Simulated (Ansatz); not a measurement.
# SnOs (hypothetical, Pm-3m): phonons at finite temperature

How do the phonons of SnOs (hypothetical) change with temperature at fixed cell? The crystal structure is hypothetical: it was made by swapping elements on a known structure type.

Calculated with Ansatz 0.2.0; DFT PBEsol, scalar-relativistic, plane waves, PAW; PAW set soft_1.

## Step 1: Set-up

It takes space group Pm-3m (No. 221, cubic). The conventional cell has a = 2.923 Å, b = 2.923 Å, c = 2.923 Å, α = 90.00°, β = 90.00°, γ = 90.00°. Nearest to Sn lie 8 Os at 2.53 Å. Nearest to Os lie 8 Sn at 2.53 Å. Farther neighbours are not listed.

## Step 2: A first coarse run

Before spending time, one coarse run tells the gap and the pressure of the starting cell.

input.yaml

```yaml
crystal:
  lattice:
    - [2.92291, 0.0, 0.0]
    - [0.0, 2.92291, 0.0]
    - [0.0, 0.0, 2.92291]
  atoms:
    - { symbol: Sn, position: [0.5, 0.5, 0.5] }
    - { symbol: Os, position: [0.0, 0.0, 0.0] }
kpoints:
  mp_grid: { grid: [6, 6, 6] }
hamiltonian:
  xc: pbesol
  pseudopotentials: { kind: paw, azcp: { folder: soft_1 }, xc_functional: pbe }
scf:
  occupations: { method: gaussian, width: 0.1 }
  lower_state_search: "off"
output:
  forces: true
  stress: true
  eigenvalues: true
```

Launch:

```bash
$ ansatz run input.yaml --threads 18 --pin off --max-ram 92160MiB --backend cuda --events-out ev --progress --plain --runs-dir out --max-vram 78GiB
```

Numbers of over 12 decimals in the logs are rounded to 6 here.

Output:

```text
Engine: ansatz 0.2.0, aarch64-unknown-linux-gnu
Pseudopotentials: kind: paw
Pseudopotential: Sn, paw, valence charge 14, recommended cutoff 420 eV (normal), soft_1/Sn.paw.azcp
Pseudopotential: Os, paw, valence charge 16, recommended cutoff 420 eV (normal), soft_1/Os.paw.azcp
Functional definition: PBEsol
  exchange = pbesol_x
  correlation = pbesol_c
device memory: the entry about to start is reckoned to put 0.6 GiB on a device that reports 126.4 GiB free (of which the cap on the GPU budget leaves the run 78.0 GiB)
GPU FFT provider: cuFFT
GPU libraries: cuBLAS 13.8.1, cuFFT 12.4.0, cuSOLVER 12.3.2
GPU matrix products: emulated (plane waves: as basis.precision tells), large ones in fixed point in workspaces of 1.00 GiB
Crystal: 2 atoms, lattice volume = 24.972 Å³
Basis set: ecut = 420 eV, 461 PW (Γ), exchange–correlation on 40×40×40 points (8 copies of the dense FFT grid, shifted against one another)
Bands: 19, of which v1, the nominal top of the filled ones, is band 15 counted from 1 (14 counted from 0)
Symmetry: 48 space group operations
Space group: Pm-3m (ITA 221), of the structure as read, at distance tolerance 2.9e-5 Å
k-points: 20 of 216
Non-local potential: Sn, projectors of the file, l = 0: 2, l = 1: 2, l = 2: 2, l = 3: 1
Non-local potential: Os, projectors of the file, l = 0: 3, l = 1: 2, l = 2: 2, l = 3: 1
PAW form: soft (Blöchl's): semilocal exchange-correlation on the pseudo side does not see the compensation charge
PAW frozen core: Sn, regenerated for the run's functional, and the local potential with it (the file was generated under x = pbe(κ = 0.804, μ = 0.219515), c = pbe(β = 0.066725))
PAW frozen core: Os, regenerated for the run's functional, and the local potential with it (the file was generated under x = pbe(κ = 0.804, μ = 0.219515), c = pbe(β = 0.066725))
PAW one-centre angular grid: Sn, 590 points (default); XC on 64 Gauss nodes
PAW one-centre angular grid: Os, 590 points (default); XC on 64 Gauss nodes
Initial density: superposition of atomic densities (chi_scale 0.1, normalization cell, long waves kept (reshape's long-wave potential 0.00 eV rms))
Initial wavefunctions: pseudopotential atomic-orbital guess
GPU buffer pool allocated for 8000 grid points (all kernels)
GPU transforms: local potential and band sums: pruned to the plane-wave sphere, on 20×20×20
Functional: x = pbesol(κ = 0.804, μ = 0.123457), c = pbesol(β = 0.046)
SCF iter   1: F=—  HF=-17199.014755 eV  |F-HF|=—  |Δ(HF+E_count)|=         —  Δρ=4.78e-2  dr2=4.40e-1  ethr=3.10e-3  ⟨swp⟩=5.0  Hψ=1670  notcnv=0
preconditioner: auto → none  [metal: Δε(μ)=0.077 eV  Ē_g=18.235 eV  σ=0.100 eV  W_gap=0.40  n_scr=6 (ndim 8)  ℏωp=34.9 eV  f_vac=0.000  D(μ)=1.38/eV (n_scr^D=18)  sad-step TF]
SCF iter   2: F=—  HF=-17198.973777 eV  |F-HF|=—  |Δ(HF+E_count)|=   4.10e-2  Δρ=3.02e-2  dr2=2.22e-1  ethr=1.47e-3  ⟨swp⟩=2.0  Hψ=613  notcnv=0
SCF iter   3: F=—  HF=-17198.918220 eV  |F-HF|=—  |Δ(HF+E_count)|=   5.56e-2  Δρ=3.39e-3  dr2=4.02e-3  ethr=7.40e-4  ⟨swp⟩=2.1  Hψ=575  notcnv=0
SCF iter   4: F=—  HF=-17198.916464 eV  |F-HF|=—  |Δ(HF+E_count)|=   1.76e-3  Δρ=6.50e-4  dr2=6.54e-5  ethr=1.34e-5  ⟨swp⟩=2.7  Hψ=756  notcnv=0
SCF iter   5: F=—  HF=-17198.916479 eV  |F-HF|=—  |Δ(HF+E_count)|=   1.52e-5  Δρ=8.72e-5  dr2=2.14e-6  ethr=2.18e-7  ⟨swp⟩=2.0  Hψ=597  notcnv=0
SCF iter   6: F=-17198.916479 eV  HF=-17198.916479 eV  |F-HF|=3.21e-8  |Δ(HF+E_count)|=   3.58e-7  Δρ=2.19e-5  dr2=6.32e-8  ethr=3.33e-10  ⟨swp⟩=4.5  Hψ=2491  notcnv=0
SCF 1 converged in 6 iterations: F = -17198.916479 eV  dr2 = 6.32e-8
  greatest PAW one-centre occupation: 1.000 electrons in one spin orbital (limit 2), on the Os atom at site 1 (counted from 0), in its partial waves of l = 0
SCF converged after 6 iterations
Free energy (F): -17198.916479 eV
Harris-Foulkes:  -17198.916479 eV  (|F-HF|=3.21e-8)
Internal energy: -17198.913781 eV  (E = F + TS)
E sigma→0 (E₀):  -17198.915130 eV
Entropy (-TS):   -0.002698 eV (-1.349 meV/atom)
Fermi energy:    29.346146 eV
--- Per-component energies (eV) ---
  E_band       = 118.027022
  E_kinetic    = 692.417798
  E_local      = -1229.966975  (includes V_loc(G=0)·N_el)
  E_nonlocal   = 354.007822
  E_hartree    = 612.439950
  E_xc         = -367.944331
  E_vxc        = -340.438301  (∫ρ·V_xc dr)
  E_paw        = -13216.440451  (= ΣΔE_a)
  E_vpaw       = -582.872092  (= ΣTr[D̂ρ^β])
  E_aug_tail   = 0.000748  (compensation charges beyond the density's cutoff)
  E_ewald      = -4043.961179
  E_core_change = 0.532837  (= ΣΔE_core)
  E_smearing   = -0.002698  (= −TS)
  E_closure    = 0.000000  (closes the sum)
  Σ components = -17198.916479   (vs F -17198.916479, Δ=0.00e0)
--- Forces (eV/Å), atoms counted from 1 ---
  atom   1  Sn    -0.00000000     0.00000000     0.00000000
  atom   2  Os    -0.00000000     0.00000000     0.00000000
  max |Σ_I F_I| component: 4.38e-24 eV/Å
--- Stress (GPa, compression-positive) ---
      125.596341       0.000000       0.000000
        0.000000     125.596341       0.000000
        0.000000       0.000000     125.596341
  P = ⅓ Tr σ = 125.5963 GPa (1255.963 kbar)
--- Band table (eV; the first three rows and the last of 20) ---
  k-point 0: bands = [... 11 lower, 22.6263, 27.7056, 27.7056, 27.7056, 31.3324, 31.3324, 31.3324, 40.1170]
  k-point 1: bands = [... 11 lower, 22.6328, 26.2875, 26.2875, 27.6344, 29.5642, 33.3767, 33.3767, 39.0997]
  k-point 2: bands = [... 11 lower, 22.6460, 24.7106, 24.7106, 27.4930, 28.8940, 36.8815, 36.8815, 37.0569]
  k-point 19: bands = [... 11 lower, 19.8979, 25.8765, 29.6681, 29.6681, 31.9045, 31.9045, 31.9045, 34.7573]
```

It took 1.1 s on 1 × NVIDIA GB200 with 18 threads of Arm Neoverse V2, shared host; peak memory 1.1 GiB; 1.8 s of CPU time.

Numbers from this step:

| Item | Value |
| --- | --- |
| pressure | 125.6 GPa |
| volume per atom | 12.49 Å³/atom |
| gap on the k-mesh | 0 eV |

The start is under 126 GPa at this level and looks like a metal on this mesh.

## Step 3: A loose first relaxation

The start is far from rest, so a relaxation with loose thresholds first brings it near the minimum.

input.yaml, as its differences from that of step 2:

```diff
@@ -20 +20,6 @@
   eigenvalues: true
+relax:
+  adjacent_minimum: "off"
+  f_tol: 0.05
+  max_steps: 80
+  cell: { stress_tol: 0.5 }
```

Output:

```text
[...]
Crystal: 2 atoms, lattice volume = 24.972 Å³
Basis set: ecut = 420 eV, 461 PW (Γ), exchange–correlation on 40×40×40 points (8 copies of the dense FFT grid, shifted against one another)
Bands: 19, of which v1, the nominal top of the filled ones, is band 15 counted from 1 (14 counted from 0)
Symmetry: 48 space group operations
[...]
k-points: 20 of 216
[...]
SCF iter   1: F=—  HF=-17199.014755 eV  |F-HF|=—  |Δ(HF+E_count)|=         —  Δρ=4.78e-2  dr2=4.40e-1  ethr=3.10e-3  ⟨swp⟩=5.0  Hψ=1670  notcnv=0
[...]
SCF iter   2: F=—  HF=-17198.973777 eV  |F-HF|=—  |Δ(HF+E_count)|=   4.10e-2  Δρ=3.02e-2  dr2=2.22e-1  ethr=1.47e-3  ⟨swp⟩=2.0  Hψ=613  notcnv=0
[...]
SCF iter   6: F=-17198.916479 eV  HF=-17198.916479 eV  |F-HF|=3.21e-8  |Δ(HF+E_count)|=   3.58e-7  Δρ=2.19e-5  dr2=6.32e-8  ethr=3.33e-10  ⟨swp⟩=4.5  Hψ=2491  notcnv=0
SCF 1 converged in 6 iterations: F = -17198.916479 eV  dr2 = 6.32e-8
[...]
relax step   1: F+E_penalty+E_count = -17198.91647907 eV  Δ(F+E_penalty+E_count) = +0.000e0 eV  max|allowed force component| = 3.210e-25 eV/Å  Δτ_max = 0.0000 Å  P = +125.596 GPa  Ω = 24.972 Å³  (6 SCF iters, dr2 threshold 1.00e-7 eV, accepted)
[...]
Crystal: 2 atoms, lattice volume = 28.805 Å³
Basis set: ecut = 420 eV, 587 PW (Γ), exchange–correlation on 40×40×40 points (8 copies of the dense FFT grid, shifted against one another)
[...]
iter 1 solved again at ethr=1.89e-4 eV; its pass at ethr=3.10e-3 eV (dr2=5.67e-2 eV) is discarded
[...]
SCF iter   2: F=—  HF=-17200.850536 eV  |F-HF|=—  |Δ(HF+E_count)|=   1.20e-2  Δρ=3.94e-3  dr2=6.49e-3  ethr=1.89e-4  ⟨swp⟩=2.2  Hψ=518  notcnv=0
[...]
SCF iter   6: F=-17200.849569 eV  HF=-17200.849569 eV  |F-HF|=6.77e-10  |Δ(HF+E_count)|=   2.44e-8  Δρ=1.62e-6  dr2=8.32e-10  ethr=1.98e-10  ⟨swp⟩=2.5  Hψ=1741  notcnv=0
SCF 2 converged in 6 iterations: F = -17200.849569 eV  dr2 = 8.32e-10
relax step   2: F+E_penalty+E_count = -17200.84956880 eV  Δ(F+E_penalty+E_count) = -1.933e0 eV  max|allowed force component| = 3.016e-26 eV/Å  Δτ_max = 0.0000 Å  P = +45.373 GPa  Ω = 28.805 Å³  energy of the carried Pulay correction = -2.508e-3 eV  (6 SCF iters, dr2 threshold 2.00e-7 eV, accepted)
[...]
Crystal: 2 atoms, lattice volume = 31.535 Å³
[...]
SCF iter   6: F=-17201.330072 eV  HF=-17201.330072 eV  |F-HF|=1.31e-10  |Δ(HF+E_count)|=   1.63e-9  Δρ=8.94e-7  dr2=1.68e-10  ethr=6.61e-11  ⟨swp⟩=2.1  Hψ=1621  notcnv=0
SCF 3 converged in 6 iterations: F = -17201.330072 eV  dr2 = 1.68e-10
relax step   3: F+E_penalty+E_count = -17201.33007208 eV  Δ(F+E_penalty+E_count) = -4.805e-1 eV  max|allowed force component| = 6.893e-26 eV/Å  Δτ_max = 0.0000 Å  P = +13.700 GPa  Ω = 31.535 Å³  energy of the carried Pulay correction = -4.090e-3 eV  (6 SCF iters, dr2 threshold 2.00e-7 eV, accepted)
[...]
relax step   4: F+E_penalty+E_count = -17201.39957076 eV  Δ(F+E_penalty+E_count) = -6.950e-2 eV  max|allowed force component| = 1.333e-26 eV/Å  Δτ_max = 0.0000 Å  P = -0.993 GPa  Ω = 33.432 Å³  energy of the carried Pulay correction = -5.102e-3 eV  (6 SCF iters, dr2 threshold 2.00e-7 eV, accepted)
[...]
relax step   5: F+E_penalty+E_count = -17201.40011521 eV  Δ(F+E_penalty+E_count) = -5.444e-4 eV  max|allowed force component| = 1.212e-26 eV/Å  Δτ_max = 0.0000 Å  P = +0.002 GPa  Ω = 33.282 Å³  energy of the carried Pulay correction = -5.025e-3 eV  (6 SCF iters, dr2 threshold 2.00e-7 eV, accepted)
[...]
SCF iter   1: F=—  HF=-17201.405417 eV  |F-HF|=—  |Δ(HF+E_count)|=         —  Δρ=1.54e-3  dr2=2.12e-5  ethr=1.22e-7  ⟨swp⟩=3.0  Hψ=2664  notcnv=0
[...]
SCF iter   2: F=—  HF=-17201.405682 eV  |F-HF|=—  |Δ(HF+E_count)|=   2.65e-4  Δρ=7.72e-4  dr2=5.37e-6  ethr=7.07e-8  ⟨swp⟩=1.0  Hψ=380  notcnv=0
[...]
SCF iter   6: F=-17201.405894 eV  HF=-17201.405894 eV  |F-HF|=0.00e0  |Δ(HF+E_count)|=    0.00e0  Δρ=7.60e-8  dr2=9.08e-13  ethr=1.00e-12  ⟨swp⟩=2.3  Hψ=1027  notcnv=0
SCF 6 converged in 6 iterations: F = -17201.405894 eV  dr2 = 9.08e-13
relax step   6: F+E_penalty+E_count = -17201.40589431 eV  Δ(F+E_penalty+E_count) = -5.779e-3 eV  max|allowed force component| = 5.251e-27 eV/Å  Δτ_max = 0.0000 Å  P = +0.181 GPa  Ω = 33.282 Å³  stress off target by 1.81e-1 GPa  SCF on the basis re-selected at this cell (its energy is not comparable with the rows above)  (6 SCF iters)
basis re-selected at this cell: Δ(F+E_penalty+E_count) = -5.779e-3 eV, ΔP = +0.179 GPa vs the last step (what re-selecting the basis moved, of the pressure what is left beyond the Pulay correction that the steps carried, after the strain that the cell walked since its last selection, with what the two solves' SCF thresholds leave and, on support functions, any second-order correction that the steps lacked; it is no measure of the basis error at this ecutwfc). The dense FFT grid was sized anew with the basis: this SCF ran on 24×24×24 points, the steps before it on 20×20×20, so part of this shift can come from that change (see relax.cell in the input reference). [rest of the remark cut]
SCF converged after 6 iterations
Free energy (F): -17201.405894 eV
[...]
Internal energy: -17201.403131 eV  (E = F + TS)
E sigma→0 (E₀):  -17201.404513 eV
Entropy (-TS):   -0.002764 eV (-1.382 meV/atom)
Fermi energy:    20.754427 eV
[...]
--- Stress (GPa, compression-positive) ---
        0.181163      -0.000000      -0.000000
       -0.000000       0.181163       0.000000
       -0.000000       0.000000       0.181163
  P = ⅓ Tr σ = 0.1812 GPa (1.812 kbar)
--- Band table (eV; the first three rows and the last of 20) ---
  k-point 0: bands = [... 11 lower, 16.3387, 19.7122, 19.7122, 19.7122, 22.6883, 22.6883, 22.6883, 27.4811]
  k-point 1: bands = [... 11 lower, 16.4024, 18.8261, 18.8261, 19.6996, 20.9728, 24.0927, 24.0927, 28.8215]
  k-point 2: bands = [... 11 lower, 16.5373, 17.7879, 17.7879, 19.6742, 20.4847, 26.7290, 26.7290, 28.4482]
  k-point 19: bands = [... 11 lower, 14.2738, 16.8805, 21.0103, 21.0103, 23.0095, 23.0095, 23.0095, 24.5510]
--- Relaxed structure (5 steps of the walk, 5 accepted, 1 SCFs on fresh bases) ---
  F+E_penalty+E_count = -17201.40589431 eV   max|allowed force component| = 5.251e-27 eV/Å   (the final SCF, on the basis selected at the relaxed cell)
  cell:  # Å, volume = 33.2819 Å³
    - [3.216640, 0, 0]
    - [0, 3.216640, 0]
    - [0, 0, 3.216640]
  atoms:
    - { symbol: Sn, position: [0.5, 0.5, 0.5] }
    - { symbol: Os, position: [0, 0, 0] }
```

Elapsed: 4.5 s, on 1 × NVIDIA GB200 with 18 threads; peak memory 1.1 GiB; 7.3 s of CPU time.

The steps of the relaxation:

```tsv
step	energy less that of the first step (eV)	largest force component (eV/Å)	pressure (GPa)	volume (Å³)
1	0.0000	0.0000	125.60	24.97
2	-1.9331	0.0000	45.37	28.80
3	-2.4136	0.0000	13.70	31.54
4	-2.4831	0.0000	-0.99	33.43
5	-2.4836	0.0000	0.00	33.28
6*	-2.4894	0.0000	0.18	33.28
```

Relaxation steps marked * repeat the geometry before them on a plane-wave basis chosen anew for their cell, so energy and pressure can jump there.

The run keeps the 48 symmetry operations that it works with, so distortions that break them were not tested.

```tsv
conventional cell, symmetrised	before	after	change
a (Å)	2.923	3.217	+10.0 %
b (Å)	2.923	3.217	+10.0 %
c (Å)	2.923	3.217	+10.0 %
volume (Å³/atom)	12.49	16.64	+33.3 %
```

The relaxed structure:

```
Sn Os
1.0
     3.21664    0.00000    0.00000
     0.00000    3.21664    0.00000
     0.00000    0.00000    3.21664
Sn Os
1 1
Direct
  0.50000 0.50000 0.50000
  0.00000 0.00000 0.00000
```

This step gave:

* pressure: 0.1812 GPa
* volume per atom: 16.64 Å³/atom

The relaxation ends with a pressure of 0.18 GPa.

## Step 4: Finding the static equilibrium

Phonons are second derivatives about a minimum, so cell and atoms are relaxed first, inside the symmetry of the start.

input.yaml, the sections that differ from step 3:

```yaml
crystal:
  lattice:
    - [3.2166402939, 0.0, 0.0]
    - [0.0, 3.2166402939, 0.0]
    - [0.0, 0.0, 3.2166402939]
  atoms:
    - { symbol: Sn, position: [0.5, 0.5, 0.5] }
    - { symbol: Os, position: [0.0, 0.0, 0.0] }
kpoints:
  mp_grid: { grid: [14, 14, 14] }
relax:
  adjacent_minimum: "off"
  f_tol: 0.005
  max_steps: 80
  cell: { stress_tol: 0.05 }
# hamiltonian, scf, output: as in step 3
```

Output:

```text
[...]
Crystal: 2 atoms, lattice volume = 33.282 Å³
Basis set: ecut = 420 eV, 619 PW (Γ), exchange–correlation on 48×48×48 points (8 copies of the dense FFT grid, shifted against one another)
Bands: 19, of which v1, the nominal top of the filled ones, is band 15 counted from 1 (14 counted from 0)
Symmetry: 48 space group operations
[...]
k-point 119: bands = [... 11 lower, 14.3033, 16.9012, 21.0751, 21.0751, 23.0559, 23.0559, 23.0559, 24.6104]
--- Relaxed structure (3 steps of the walk, 2 accepted, 1 SCFs on fresh bases) ---
[...]
cell:  # Å, volume = 33.2296 Å³
    - [3.214956, 0, 0.0]
    - [0, 3.214956, 0.0]
    - [0.0, 0.0, 3.214956]
  atoms:
    - { symbol: Sn, position: [0.5, 0.5, 0.5] }
    - { symbol: Os, position: [0, 0, 0] }
[key lines of the parts left out:]
SCF converged after 8 iterations
Free energy (F): -17201.382340 eV
Fermi energy:    20.440964 eV
P = ⅓ Tr σ = -0.0020 GPa (-0.020 kbar)
```

It took 5.2 s on 1 × NVIDIA GB200 with 18 threads; peak memory 1 GiB.

Little changed from the start: no atom moved by 0.005 Å and no cell edge by 0.1 %.

This step gave:

| Item | Value |
| --- | --- |
| pressure | -0.002009 GPa |
| volume per atom | 16.61 Å³/atom |

## Step 5: Tight relaxation

The thresholds are tightened for a last relaxation ahead of the phonons, and where mesh or smearing change with them the cell follows.

input.yaml, the sections that differ from step 4:

```yaml
crystal:
  lattice:
    - [3.2149563283, 0.0, 0.0]
    - [0.0, 3.2149563283, 0.0]
    - [0.0, 0.0, 3.2149563283]
  atoms:
    - { symbol: Sn, position: [0.5, 0.5, 0.5] }
    - { symbol: Os, position: [0.0, 0.0, 0.0] }
kpoints:
  mp_grid: { grid: [16, 16, 16] }
scf:
  occupations: { method: methfessel_paxton, width: 0.2 }
  lower_state_search: "off"
relax:
  adjacent_minimum: "off"
  f_tol: 0.001
  max_steps: 60
  cell: { stress_tol: 0.01 }
# hamiltonian, output: as in step 4
```

Output:

```text
[...]
Crystal: 2 atoms, lattice volume = 33.230 Å³
Basis set: ecut = 420 eV, 619 PW (Γ), exchange–correlation on 48×48×48 points (8 copies of the dense FFT grid, shifted against one another)
Bands: 19, of which v1, the nominal top of the filled ones, is band 15 counted from 1 (14 counted from 0)
Symmetry: 48 space group operations
[...]
k-point 164: bands = [... 11 lower, 14.2948, 16.8919, 21.0584, 21.0584, 23.0430, 23.0430, 23.0430, 24.5943]
--- Relaxed structure (3 steps of the walk, 2 accepted, 1 SCFs on fresh bases) ---
[...]
cell:  # Å, volume = 33.2449 Å³
    - [3.215448, 0, 0.0]
    - [0, 3.215448, 0.0]
    - [0.0, 0.0, 3.215448]
  atoms:
    - { symbol: Sn, position: [0.5, 0.5, 0.5] }
    - { symbol: Os, position: [0, 0, 0.0] }
[key lines of the parts left out:]
SCF converged after 8 iterations
Free energy (F): -17201.380531 eV
Fermi energy:    20.471804 eV
P = ⅓ Tr σ = -0.0001 GPa (-0.001 kbar)
```

Wall time 4.9 s (1 × NVIDIA GB200 with 18 threads); peak memory 1.1 GiB.

Little changed from the start: no atom moved by 0.005 Å and no cell edge by 0.1 %.

This step gave:

```yaml
pressure: -8.74e-5 GPa
volume_per_atom: 16.62 Å³/atom
```

The residual pressure is -8.7e-5 GPa, small enough for phonons.

[end of part 1 of 3]

[Logs are printed without paths, hosts, clocks, repeated set-up lines and the standing remarks that a program may print on its own settings, such as how far it seeks lower states.]

[Hosts, paths, dates, database ids (printed as entryN), source tags and the programs' standing remarks are cut or masked in the printed files.]

[A step with changed settings may run another functional than the one named; its input shows which.]
